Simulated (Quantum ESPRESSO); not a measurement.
**Magnetic state of CrClO from several starts**

Wanted: the moments of CrClO and the energy of each order that was tried.

Calculated with Quantum ESPRESSO 7.5; LDA; plane waves with GBRV 1.5 LDA potentials, no spin-orbit coupling.

Most raw output is cut from this account.

## 1. The starting structure

The structure is orthorhombic, space group Pmmn (No. 59). The conventional cell has a = 3.190 Å, b = 3.867 Å, c = 7.952 Å, α = 90.00°, β = 90.00°, γ = 90.00°. Nearest to Cr lie 4 O at 1.98 to 2.03 Å and 2 Cl at 2.32 Å. Nearest to Cl lie 2 Cr at 2.32 Å. O has 4 Cr at 1.98 to 2.03 Å nearest. Farther neighbours and most contacts between anions are not listed.

The cell comes from Materials Project 2023-11-01, a database of computed structures, and need not be the stable phase.

## 2. Run 1, typed as ferro ++

The signs are those of the starting moments on the seeded atoms, the atoms that are given a moment.

pw.in

```
&CONTROL
  calculation = 'scf'
  prefix = 'pwscf'
  outdir = './tmp'
  pseudo_dir = './pseudo'
  disk_io = 'nowf'
/
&SYSTEM
  ibrav = 0
  celldm(1) = 8
  nat = 6
  ntyp = 3
  ecutwfc = 40
  ecutrho = 280
  nbnd = 40
  occupations = 'smearing'
  smearing = 'fd'
  degauss = 0.00367493
  nspin = 2
  starting_magnetization(1) = 0.2143
  starting_magnetization(2) = 0
  starting_magnetization(3) = 0
/
&ELECTRONS
  conv_thr = 1.2d-08
  electron_maxstep = 150
  mixing_beta = 0.3
/
ATOMIC_SPECIES
Cr     51.9961 cr_lda_v1.5.uspp.F.UPF
Cl     35.4500 cl_lda_v1.4.uspp.F.UPF
O      15.9990 o_lda_v1.2.uspp.F.UPF
CELL_PARAMETERS alat
   0.7535461548307    0.0000000000000    0.0000000000000
   0.0000000000000    0.9133425581106    0.0000000000000
   0.0000000000000    0.0000000000000    1.8784965310651
ATOMIC_POSITIONS crystal
Cr      0.0000000000    0.0000000000    0.1060403200
Cr      0.5000000000    0.5000000000    0.8939596800
Cl      0.0000000000    0.5000000000    0.6814219400
Cl      0.5000000000    0.0000000000    0.3185780600
O       0.5000000000    0.0000000000    0.9478179000
O       0.0000000000    0.5000000000    0.0521821000
K_POINTS automatic
6 6 6 0 0 0
```

Started as:

```
> OMP_NUM_THREADS=1 mpirun -n 4 pw.x -nk 4 -in pw.in > pw.out
```

Wall time 44 s (4 MPI ranks of AMD EPYC 9R14 (Zen 4), shared host); peak memory 0.68 GiB.

Spin moment in the atom's sphere by atom:

```
atom  spin moment in the atom's sphere (μB)
 Cr1                                   2.40
 Cr2                                   2.40
 Cl3                                   0.02
 Cl4                                   0.02
  O5                                   0.01
  O6                                   0.01
```

Read from the output:

```
smearing term TS       : 3.65e-4 eV
magnetization          : 6 μB
absolute magnetization : 6.16 μB
final state            : ferromagnetic
```

## 3. Run 2 (antiferro +−)

pw.in: that of step 2 with these lines changed.

```diff
@@ -11,6 +11,6 @@
   nat = 6
-  ntyp = 3
+  ntyp = 4
   ecutwfc = 40
   ecutrho = 280
-  nbnd = 40
+  nbnd = 37
   occupations = 'smearing'
@@ -20,4 +20,5 @@
   starting_magnetization(1) = 0.2143
-  starting_magnetization(2) = 0
+  starting_magnetization(2) = -0.2143
   starting_magnetization(3) = 0
+  starting_magnetization(4) = 0
 /
@@ -29,3 +30,4 @@
 ATOMIC_SPECIES
-Cr     51.9961 cr_lda_v1.5.uspp.F.UPF
+Cr1    51.9961 cr_lda_v1.5.uspp.F.UPF
+Cr2    51.9961 cr_lda_v1.5.uspp.F.UPF
 Cl     35.4500 cl_lda_v1.4.uspp.F.UPF
@@ -37,4 +39,4 @@
 ATOMIC_POSITIONS crystal
-Cr      0.0000000000    0.0000000000    0.1060403200
-Cr      0.5000000000    0.5000000000    0.8939596800
+Cr1     0.0000000000    0.0000000000    0.1060403200
+Cr2     0.5000000000    0.5000000000    0.8939596800
 Cl      0.0000000000    0.5000000000    0.6814219400
```

The job ended after 39 s (4 MPI ranks; peak memory 0.66 GiB; 2.6 min of CPU time).

Spin moment in the atom's sphere by atom:

```
atom  spin moment in the atom's sphere (μB)
 Cr1                                   2.33
 Cr2                                  -2.33
 Cl3                                  -0.01
 Cl4                                   0.01
  O5                                  -0.02
  O6                                   0.02
```

This step gave:

```yaml
smearing_term_ts: 2.61e-5 eV
magnetization: 0 μB
absolute_magnetization: 6.059 μB
final_state: antiferromagnetic
```

## 4. Run 3 (no spin polarisation)

pw.in: that of step 3 with these lines changed.

```diff
@@ -11,3 +11,3 @@
   nat = 6
-  ntyp = 4
+  ntyp = 3
   ecutwfc = 40
@@ -18,7 +18,2 @@
   degauss = 0.00367493
-  nspin = 2
-  starting_magnetization(1) = 0.2143
-  starting_magnetization(2) = -0.2143
-  starting_magnetization(3) = 0
-  starting_magnetization(4) = 0
 /
@@ -30,4 +25,3 @@
 ATOMIC_SPECIES
-Cr1    51.9961 cr_lda_v1.5.uspp.F.UPF
-Cr2    51.9961 cr_lda_v1.5.uspp.F.UPF
+Cr     51.9961 cr_lda_v1.5.uspp.F.UPF
 Cl     35.4500 cl_lda_v1.4.uspp.F.UPF
@@ -39,4 +33,4 @@
 ATOMIC_POSITIONS crystal
-Cr1     0.0000000000    0.0000000000    0.1060403200
-Cr2     0.5000000000    0.5000000000    0.8939596800
+Cr      0.0000000000    0.0000000000    0.1060403200
+Cr      0.5000000000    0.5000000000    0.8939596800
 Cl      0.0000000000    0.5000000000    0.6814219400
```

Elapsed: 22 s, on 4 MPI ranks; peak memory 0.64 GiB.

Numbers from this step:

- smearing term TS: 0.1189 eV
- final state: non-magnetic (no spin polarisation)

## 5. Ranking

An order is kept where moments of 0.15 μB or more survive with the typed signs; meshes match where a doubled cell samples the same k points as the first cell.

Orders:

```csv
start,final state,typed order kept,energy over the lowest (meV a seeded atom),largest site moment (μB),net moment (μB a cell of the first run),mesh matched,CPU time (s)
ferro ++,ferromagnetic,yes,0,2.398,6,yes,175.8
antiferro +-,antiferromagnetic,yes,11.06,2.334,0,yes,156.8
no spin polarisation,non-magnetic,-,1077,0,0,yes,85.71
```

## 6. Summary of results

```
lowest state found      : ferromagnetic (from ferro ++)
largest site moment     : 2.40 μB
next state with moments : antiferromagnetic, 11.1 meV a seeded atom higher
state without moments   : 1077 meV a seeded atom higher
```

**Reading.** Forming the moments gains more than four times the spread of the orders, as local moments do. This is the lowest of 3 collinear or spinless starts, no proof of the ground state. No Hubbard term acts here. In such compounds local and semilocal functionals without one often delocalise the d electrons, and can shrink or lose moments and miss the size, sign and order of the couplings.

[Logs and program files are shortened in this print: banners, set-up blocks, solver, clock and traceback lines can be left out without a mark of their own.]

[Logs are printed without paths, hosts, clocks, repeated set-up lines and the standing remarks that a program may print on its own settings, such as how far it seeks lower states.]

[Hosts, paths, dates, database ids (printed as entryN), source tags and the programs' standing remarks are cut or masked in the printed files.]

[Where a cell is said to come from a database of computed structures, the database is the Materials Project.]
